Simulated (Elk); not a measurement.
# Spin spirals in MnRh by the generalised Bloch theorem, part 2 of 2

Aim: the energy of spin spirals in MnRh along a path of wavevectors.

Elk 11.2.3 (patched build); LDA (Perdew-Zunger); all-electron APW+lo, Dirac cores, scalar-relativistic bands.

So far. Step 2 (Reference state): After 20 cycles the largest moment stands at 3.38 μB.

## 3. One pass at q = (0, 0.25, 0)

One diagonalisation in the potential of q = 0; by the force theorem the spiral's energy is the band energy with the smearing's entropy term, less that of a like pass at q = 0. The total energy that such a pass prints is not self-consistent and is not used.

File elk.in:

```
tasks
  1

xctype
  100 1 9

rgkmax
  7.0

nempty
  12

swidth
  0.002

reducebf
  0.5

epsengy
  1e-06

maxscl
  1

lmaxi
  2

spinsprl
  .true.

spinpol
  .true.

vqlss
  0.000000 0.250000 0.000000

sppath
  './'

avec
  5.75232632336 0.00000000000 0.00000000000
  0.00000000000 5.75232632336 0.00000000000
  0.00000000000 0.00000000000 5.75232632336

atoms
  2
  'Mn.in'
  1
  0.0000000000 0.0000000000 0.0000000000   -0.000105 0.000000 0.000000
  'Rh.in'
  1
  0.5000000000 0.5000000000 0.5000000000   0.000000 0.000000 0.000000

ngridk
  8 8 8
```

Started as:

```sh
OMP_NUM_THREADS=2 elk
```

Numbers of over 12 decimals in the logs are rounded to 6 here.

Log:

```text
┌─────────────────────────┐
│ Elk code version 11.2.3 │
└─────────────────────────┘

All units are atomic (Hartree, Bohr, etc.)

┌──────────────────────────────────────────┐
│ Ground-state run resuming from STATE.OUT │
└──────────────────────────────────────────┘

Lattice vectors :
   5.752326323       0.000000000       0.000000000
   0.000000000       5.752326323       0.000000000
   0.000000000       0.000000000       5.752326323

Species : 1 (Mn)
 muffin-tin radius :    2.367197149
 atomic positions (lattice), magnetic fields (Cartesian) :
  1 :   0.00000000  0.00000000  0.00000000    0.00000000  0.00000000  0.00000000

Species : 2 (Rh)
 muffin-tin radius :    2.564463578
 atomic positions (lattice), magnetic fields (Cartesian) :
  1 :   0.50000000  0.50000000  0.50000000    0.00000000  0.00000000  0.00000000

Total number of atoms per unit cell :    2
Total muffin-tin volume :    126.2082717
 ratio of muffin-tin to unit cell volume :   0.6630667861

Spin treatment :
 spin-polarised
 global magnetic field (Cartesian) :    0.000000000       0.000000000       0.000000000
 non-collinear magnetisation
 spin-spiral state assumed
  q-vector (lattice)   :    0.000000000      0.2500000000       0.000000000
  q-vector (Cartesian) :    0.000000000      0.2730714912       0.000000000
  q-vector length      :   0.2730714912

Number of Bravais lattice symmetries :    8
Number of crystal symmetries         :    8
Crystal has no inversion symmetry
Complex Hermitian eigensolver will be used

k-point grid :      8     8     8
k-point offset :    0.000000000       0.000000000       0.000000000
k-point set is reduced with full crystal symmetry group
Total number of k-points :      120

Muffin-tin radius times maximum |G+k| :    7.000000000
 using average radius
Maximum |G+k| for APW functions       :    2.838800310
Maximum (1/2)|G+k|²                   :    4.029393600
Maximum |G| for potential and density :    12.00000000
Constant for pseudocharge density :    8
 order of it for each species :   15  15
 order of it for pair densities of each species (exact exchange by exxq0 0: 15) :    9  11
Radial integration step length :    1

G-vector grid sizes :     24    24    24
Number of G-vectors :     5497

Maximum angular momentum used for
 APW functions            :    8
 outer part of muffin-tin :    6

Number of empty states         :     24
Total number of valence states :     82
Total number of core states    :     38

Third-order local-orbitals added for an l without core states : T
Total number of local-orbitals :     41

Using Libxc version 7.0.0
Exchange-correlation functional :    100     1     9
 lda_x; lda_c_pz
 gradient requirement :    0
 local density approximation (LDA)

Smearing type :    3
 Fermi-Dirac
Smearing width :   0.2000000000E-02
Effective electronic temperature (K) :    631.5500496

Mixing type :    3
 Broyden mixing, J. Phys. A: Math. Gen. 17, L317 (1984)

Potential read in from STATE.OUT

┌──────────────────────────────┐
│ Self-consistent loop started │
└──────────────────────────────┘

┌─────────────────┐
│ Loop number : 1 │
└─────────────────┘

Reached self-consistent loops maximum

Energies :
 Fermi                       :     0.303161
 sum of occupied eigenvalues :     -3526.2743483108
 electron kinetic            :      6151.7478954068
 core electron kinetic       :      5880.3507630371
 Coulomb                     :     -11904.479211197
 Coulomb potential           :     -9433.6292496622
 nuclear-nuclear             :     -810.38467976315
 electron-nuclear            :     -12782.701051897
 Hartree                     :      1688.6065204630
 Madelung                    :     -7187.6645863659
 xc potential                :     -244.19251630755
 xc effective B-field        :    -0.199637
 external B-field            :      0.000000
 exchange                    :     -178.14511014608
 correlation                 :     -6.341536
 electron entropic           :    -0.75758087245432E-03
 total energy                :     -5937.2187195014
 (external B-field energy excluded from total)

Density of states at Fermi energy :    57.48416868
 (states/Hartree/unit cell)

Estimated indirect band gap :   0.3655149788E-03
 from k-point 30 to k-point 10
Estimated direct band gap   :   0.3761696562E-02
 at k-point 56

Charges :
 core                        :    38.00000000
 valence                     :    32.00000000
 interstitial                :    2.189664442
 muffin-tins (core leakage)
  species : 1 (Mn)
   atom 1                    :    23.78886165     ( -0.3583061206E-05)
  species : 2 (Rh)
   atom 1                    :    44.02147390     ( -0.5274609759E-05)
 total in muffin-tins        :    67.81033556
 total calculated charge     :    69.99974230
 total charge                :    70.00000000
 error                       :   0.2577004479E-03

Moments :
 interstitial                :   0.7590060431E-01 -0.3132966823E-06 -0.2891819535E-07
 muffin-tins
  species : 1 (Mn)
   atom 1                    :    3.386190883     -0.1052252674E-02  0.3337892296E-05
  species : 2 (Rh)
   atom 1                    :   0.4924143128     -0.1435462834E-03 -0.5146400332E-05
 total in muffin-tins        :    3.878605196     -0.1195798957E-02 -0.1808508036E-05
 total moment                :    3.954505801     -0.1196112254E-02 -0.1837426231E-05

┌──────────────────────────────┐
│ Self-consistent loop stopped │
└──────────────────────────────┘
```

Wall time 12 s (2 threads of Arm Neoverse V1, shared host); peak memory 0.12 GiB; 24 s of CPU time.

Numbers from this step:

```
magnetization  : 3.955, -0.001196, 0 μB
final state    : spiral
largest moment : 3.386 μB
```

Moments of a spiral are printed for the first cell, in the frame that turns with it; over the crystal the turning parts cancel.

By that sum this spiral lies +31.3 meV a seeded atom from q = 0.

## 4. One pass at q = (0, 0.5, 0)

Changes to elk.in since step 3:

```diff
@@ -34,3 +34,3 @@
 vqlss
-  0.000000 0.250000 0.000000
+  0.000000 0.500000 0.000000
```

Started as:

```sh
OMP_NUM_THREADS=2 elk
```

Log:

```text
┌─────────────────────────┐
│ Elk code version 11.2.3 │
└─────────────────────────┘

All units are atomic (Hartree, Bohr, etc.)

┌──────────────────────────────────────────┐
│ Ground-state run resuming from STATE.OUT │
└──────────────────────────────────────────┘

Lattice vectors :
   5.752326323       0.000000000       0.000000000
   0.000000000       5.752326323       0.000000000
   0.000000000       0.000000000       5.752326323

Species : 1 (Mn)
 muffin-tin radius :    2.367197149
[...]
error                       :   0.2501172526E-03

Moments :
 interstitial                :   0.5133594905E-01  0.3086100588E-04 -0.1324974895E-06
 muffin-tins
  species : 1 (Mn)
   atom 1                    :    3.397079991     -0.1076179986E-02  0.3088254938E-05
  species : 2 (Rh)
   atom 1                    :   0.2579526016     -0.5391362424E-04  0.4339043153E-05
 total in muffin-tins        :    3.655032593     -0.1130093610E-02  0.7427298091E-05
 total moment                :    3.706368542     -0.1099232604E-02  0.7294800602E-05

┌──────────────────────────────┐
│ Self-consistent loop stopped │
└──────────────────────────────┘

[key lines of the parts left out:]
total energy                :     -5937.2167910149
```

It took 12 s on 2 threads; peak memory 0.12 GiB; 24 s of CPU time.

Numbers from this step:

| Quantity | Value |
| --- | --- |
| magnetization | 3.706, -0.001099, 0 μB |
| final state | spiral |
| largest moment | 3.397 μB |

By that sum this spiral lies +139.9 meV a seeded atom from q = 0.

## 5. An attempt with other settings

A slip in the input shows what the program catches and what it lets pass.

File elk.in:

```
tasks
  0

xctype
  100 1 9

rgkmax
  high

nempty
  12

swidth
  0.002

reducebf
  0.5

epsengy
  1e-06

maxscl
  100

lmaxi
  2

spinsprl
  .true.

spinpol
  .true.

vqlss
  0.375000 0.500000 0.000000

sppath
  './'

avec
  5.75232632336 0.00000000000 0.00000000000
  0.00000000000 5.75232632336 0.00000000000
  0.00000000000 0.00000000000 5.75232632336

atoms
  2
  'Mn.in'
  1
  0.0000000000 0.0000000000 0.0000000000   -0.105000 0.000000 0.000000
  'Rh.in'
  1
  0.5000000000 0.5000000000 0.5000000000   0.000000 0.000000 0.000000

ngridk
  8 8 8
```

Started as:

```sh
OMP_NUM_THREADS=2 elk
```

Log:

```text
┌─────────────────────────────────┐
│ Elk code version 11.2.3 started │
└─────────────────────────────────┘

Error(readinput): error reading from elk.in
Problem occurred in 'rgkmax' block
Check input convention in manual
```

Run time: 0.01 s. Hardware: 2 threads; peak memory 0.05 GiB.

The program refused the input before any cycle.

The program's message: “Error(readinput): error reading from elk.in”

The fault put into the input: a word for a number.

The value must be typed in digits.

## 6. All wavevectors

Wavevectors, in fractions of the reciprocal vectors: (0, 0, 0); (0, 0.25, 0); (0, 0.5, 0); (0.25, 0.5, 0); (0.5, 0.5, 0); (0, 0, 0). The path runs through Γ, X, M, Γ. Of 14 wavevectors run, these are the ones whose half falls on the k mesh; at the others the two spins are sampled on shifted points, and errors of some meV don't cancel against q = 0.

The energy less that at q = 0, frozen potential by path:

| path (Å⁻¹) | energy less that at q = 0, frozen potential (meV a seeded atom) |
| --- | --- |
| 0.00 | 0 |
| 0.52 | 31.3 |
| 1.03 | 140 |
| 1.55 | 64.6 |
| 2.06 | 63.7 |
| 3.52 | 0 |

The magnon energy 4 dE/(M sin²θ), frozen potential by path:

```
path (Å⁻¹)  magnon energy 4 dE/(M sin²θ), frozen potential (meV)
      0.00                                                     0
      0.52                                                  30.6
      1.03                                                   137
      1.55                                                  63.3
      2.06                                                  62.4
      3.52                                                     0
```

## 7. Outcome

```yaml
lowest_point: (0, 0, 0), 0 meV a seeded atom (frozen potential)
highest_point: (0, 0.5, 0), 140 meV a seeded atom
```

**Reading.** No spiral on the path lies under the state at q = 0; the dearest costs 140 meV a seeded atom. The force theorem is exact for small turns only; a flat spiral at large q turns neighbours far. The magnon energies are adiabatic and undamped; from flat spirals they are a Heisenberg estimate. The mesh is the same for all points and was not tested: differences of a few meV, and of some ten in a metal, can be noise.

[Logs and program files are shortened in this print: banners, set-up blocks, solver, clock and traceback lines can be left out without a mark of their own.]

[Logs are printed without paths, hosts, clocks, repeated set-up lines and the standing remarks that a program may print on its own settings, such as how far it seeks lower states.]

[Hosts, paths, dates, database ids (printed as entryN), source tags and the programs' standing remarks are cut or masked in the printed files.]

[Where a cell is said to come from a database of computed structures, the database is the Materials Project.]
